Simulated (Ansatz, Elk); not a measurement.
# ScCd2P2: X-ray structure factors from the self-consistent density

Structure refinements treat a crystal as free atoms side by side. For a made-up structure of ScCd2P2 (cell and positions from a PBEsol relaxation) the runs below show what the calculated density changes in F(hkl).

Main program and level: Elk 11.2.3 (patched build); DFT, PBE, all-electron APW+lo, Dirac cores, scalar-relativistic bands, static density, no spin.

This account leaves out most program logs.

The structure was built from a prototype and need not be the compound's stable phase.

## (1) Starting point

The structure is tetragonal, space group I4/mmm (No. 139). Conventional cell: a = 3.724 Å, b = 3.724 Å, c = 14.597 Å, α = 90.00°, β = 90.00°, γ = 90.00°. Nearest to Cd lie 4 Cd at 2.63 Å and 4 P at 3.16 Å. Nearest to Sc lie 8 P at 2.85 Å. Nearest to P lie 1 P at 2.20 Å and 4 Sc at 2.85 Å and 4 Cd at 3.16 Å. Farther neighbours are not listed.

## (2) Ground state and structure factors

An all-electron density is needed, since X-rays see the cores too. Task 0 finds the density and task 195 Fourier-transforms it; tshift is off so that phases refer to the origin typed.

File elk.in:

```
tasks
  0
  195

xctype
  20

spinpol
  .false.

rgkmax
  7.0

gmaxvr
  14.0

lmaxo
  7

lmaxapw
  8

swidth
  0.002

tshift
  .false.

ramdisk
  .false.

hmaxvr
  5.5

maxscl
  120

epspot
  1e-06

sppath
  './'

avec
  -3.51851053437 3.51851053437 13.79234598539
  3.51851053437 -3.51851053437 13.79234598539
  3.51851053437 3.51851053437 -13.79234598539

atoms
  3
  'Cd.in'
  2
  0.2500000000 0.7500000000 0.5000000000   0.000000 0.000000 0.000000
  0.7500000000 0.2500000000 0.5000000000   0.000000 0.000000 0.000000
  'Sc.in'
  1
  0.0000000000 0.0000000000 0.0000000000   0.000000 0.000000 0.000000
  'P.in'
  2
  0.5753790376 0.5753790376 0.0000000000   0.000000 0.000000 0.000000
  0.4246209624 0.4246209624 0.0000000000   0.000000 0.000000 0.000000

ngridk
  8 8 8
```

The run is started by

```bash
$ OMP_NUM_THREADS=4 elk
```

Run time: 60 s. Hardware: 4 threads of Arm Neoverse V1, shared host; peak memory 0.28 GiB; 3 min of CPU time.

SFACRHO.OUT:

```text

h k l indices transformed by vhmat matrix:
   1.000000000       0.000000000       0.000000000    
   0.000000000       1.000000000       0.000000000    
   0.000000000       0.000000000       1.000000000    

      h      k      l  multipl.   |H|            Re(F)            Im(F)           |F|

      0      0      0      1   0.0000000       147.00000     -0.46989942E-16   147.00000    
     -1     -1      1      2  0.45555595      -56.532904      0.49761721E-13   56.532904    
      2      2     -2      2  0.91111190       94.712412      0.93599428E-13   94.712412    
      1      0      0      8  0.92147158      -4.5823480     -0.59240144E-15   4.5823480    
      2      1     -2      8   1.1243542       12.617081      -0.0000000       12.617081    
     -1      1      0      4   1.2627170      -42.241676     -0.44545091E-16   42.241676    
      1      1      0      8   1.3423805       104.34543      0.21326452E-13   104.34543    
      3      3     -3      2   1.3666679      -81.864774     -0.28435269E-13   81.864774    
      2      3     -3      8   1.4471687       28.897304      -0.0000000       28.897304    
     -3     -1      2      8   1.5571060      -65.480214      0.17772043E-13   65.480214    
      1     -1      1      4   1.7857515       100.76433     -0.10084075E-13   100.76433    
     -4     -4      4      2   1.8222238       68.003139     -0.15698638E-12   68.003139    
     -3     -4      3      8   1.8274257       30.634995      -0.0000000       30.634995    
      2      0      0      8   1.8429432      -45.538566     -0.30804875E-13   45.538566    
     -3     -3      2      8   1.8607082       64.632534     -0.16883441E-13   64.632534    
     -3     -1      3      8   2.0047526       73.218058     -0.24880860E-13   73.218058    
      0      1      1     16   2.0094821      -2.7767202      -0.0000000       2.7767202    
     -3      0      1     16   2.1102324       9.5182495      -0.0000000       9.5182495
```

Elk indexes on the primitive cell of elk.in and gives |H| = 4π sin θ/λ in inverse bohr. Below, one row stands for each form hkl of the conventional cell (m members, Friedel mates merged), F is for one primitive cell and the density is static (no thermal factor). Free-atom factors are Waasmaier and Kirfel's, and R is Σm||F|−|F'||/Σm|F|.

| hkl | m | sin θ/λ (Å⁻¹) | abs F, DFT | neutral atoms | diff. |
| --- | --- | --- | --- | --- | --- |
| 002 | 2 | 0.069 | 56.533 | 56.813 | -0.280 |
| 004 | 2 | 0.137 | 94.712 | 94.813 | -0.101 |
| 101 | 8 | 0.139 | 4.582 | 4.278 | +0.304 |
| 103 | 8 | 0.169 | 12.617 | 12.738 | -0.120 |
| 110 | 4 | 0.190 | 42.242 | 42.508 | -0.267 |
| 112 | 8 | 0.202 | 104.345 | 104.730 | -0.385 |
| 006 | 2 | 0.205 | 81.865 | 81.725 | +0.140 |
| 105 | 8 | 0.218 | 28.897 | 28.858 | +0.039 |
| 114 | 8 | 0.234 | 65.480 | 65.787 | -0.307 |
| 200 | 4 | 0.269 | 100.764 | 101.225 | -0.461 |
| 008 | 2 | 0.274 | 68.003 | 68.112 | -0.108 |
| 107 | 8 | 0.275 | 30.635 | 30.687 | -0.052 |
| 202 | 8 | 0.277 | 45.539 | 45.553 | -0.014 |
| 116 | 8 | 0.280 | 64.632 | 64.660 | -0.028 |

## (3) The highest occupied states alone

An energy window below the Fermi level keeps the highest occupied states, to see at which angles they scatter; shallow core shells can lie inside it and anion s states outside. No new self-consistency is needed.

Edit elk.in of step 2 so:

```diff
@@ -1,3 +1,2 @@
 tasks
-  0
   195
@@ -40,2 +39,5 @@
 
+wsfac
+  -0.120460 0.547030
+
 sppath
```

The run is started by

```bash
$ OMP_NUM_THREADS=4 elk
```

Wall time 14 s (4 threads); peak memory 0.19 GiB.

States within 10 eV below the Fermi level hold 32.34 electrons; any levels below the window count with the cores, and a count that is not whole means the window cuts a band. Their amplitudes can exceed the total, where window and core parts have opposite phase:

```
hkl  sin θ/λ (Å⁻¹)  abs F, window  abs F, all
002          0.069         13.218      56.533
004          0.137         12.715      94.712
101          0.139          2.647       4.582
103          0.169          0.366      12.617
110          0.190          8.692      42.242
112          0.202         10.882     104.345
006          0.205         10.934      81.865
105          0.218          1.512      28.897
114          0.234          8.267      65.480
200          0.269          6.851     100.764
```

## (4) Another functional

The difference from free atoms is small, so it is set against the change that LDA (Perdew-Wang) makes.

Edit elk.in of step 3 so:

```diff
@@ -1,2 +1,3 @@
 tasks
+  0
   195
@@ -4,3 +5,3 @@
 xctype
-  20
+  3
 
@@ -39,5 +40,2 @@
 
-wsfac
-  -0.120460 0.547030
-
 sppath
```

The run is started by

```bash
$ OMP_NUM_THREADS=4 elk
```

The job ended after 41 s (4 threads; peak memory 0.2 GiB; 2.1 min of CPU time).

Against the first run R = 0.06 %; the largest change is -0.058 at 116.

## (5) A coarser k-mesh

About half the k-points along each axis test the sampling.

Edit elk.in of step 4 so:

```diff
@@ -5,3 +5,3 @@
 xctype
-  3
+  20
 
@@ -63,2 +63,2 @@
 ngridk
-  8 8 8
+  4 4 4
```

The run is started by

```bash
$ OMP_NUM_THREADS=4 elk
```

It took 33 s on 4 threads; peak memory 0.27 GiB; 65 s of CPU time.

Against the first run R = 0.01 %; the largest change is +0.023 at 008.

## (6) Settings against the effect

| run | R against the first run (%) | R against neutral atoms, low angle (%) | wall time |
| --- | --- | --- | --- |
| PBE, rgkmax 7 | 0.00 | 0.35 | 60 s |
| LDA (Perdew-Wang) | 0.06 | 0.37 | 41 s |
| k-mesh 4×4×4 | 0.01 | 0.35 | 33 s |

## (7) What came out

| Quantity | Value |
| --- | --- |
| R against neutral atoms, sin θ/λ < 0.3 Å⁻¹ | 0.35 % |
| R against neutral atoms, 0.3 to 0.77 Å⁻¹ | 0.16 % |

What this shows: Independent neutral atoms miss the calculated amplitudes by R = 0.35 % below 0.3 Å⁻¹ and 0.16 % from there to 0.77 Å⁻¹; by shells, 0.94 % below 0.15 Å⁻¹ (3 forms), 0.30 % 0.15 to 0.3 (11 forms), 0.19 % 0.3 to 0.45 (25 forms), 0.15 % above 0.45 (110 forms). Bonding, aspherical density and the tables' own atoms all enter these figures, and the runs don't part them. The largest change of an amplitude is -0.46 electrons, at 200. The window's part falls from 32.3 electrons at the origin to at most 1.07 between 0.45 and 0.77 Å⁻¹, where compact states inside the window still scatter. Below 0.3 Å⁻¹ the changes that finished (LDA (Perdew-Wang) and k-mesh 4×4×4) move F by R = 0.05 % at most, against the 0.35 % that separates it from free atoms. The basis has no finished test. Part of the difference isn't bonding: the tables are fits to free atoms and ions calculated by other methods than this functional. Thermal motion, anomalous dispersion and extinction are left out.

[Logs are printed without paths, hosts, clocks, repeated set-up lines and the standing remarks that a program may print on its own settings, such as how far it seeks lower states.]

[Hosts, paths, dates, database ids (printed as entryN), source tags and the programs' standing remarks are cut or masked in the printed files.]
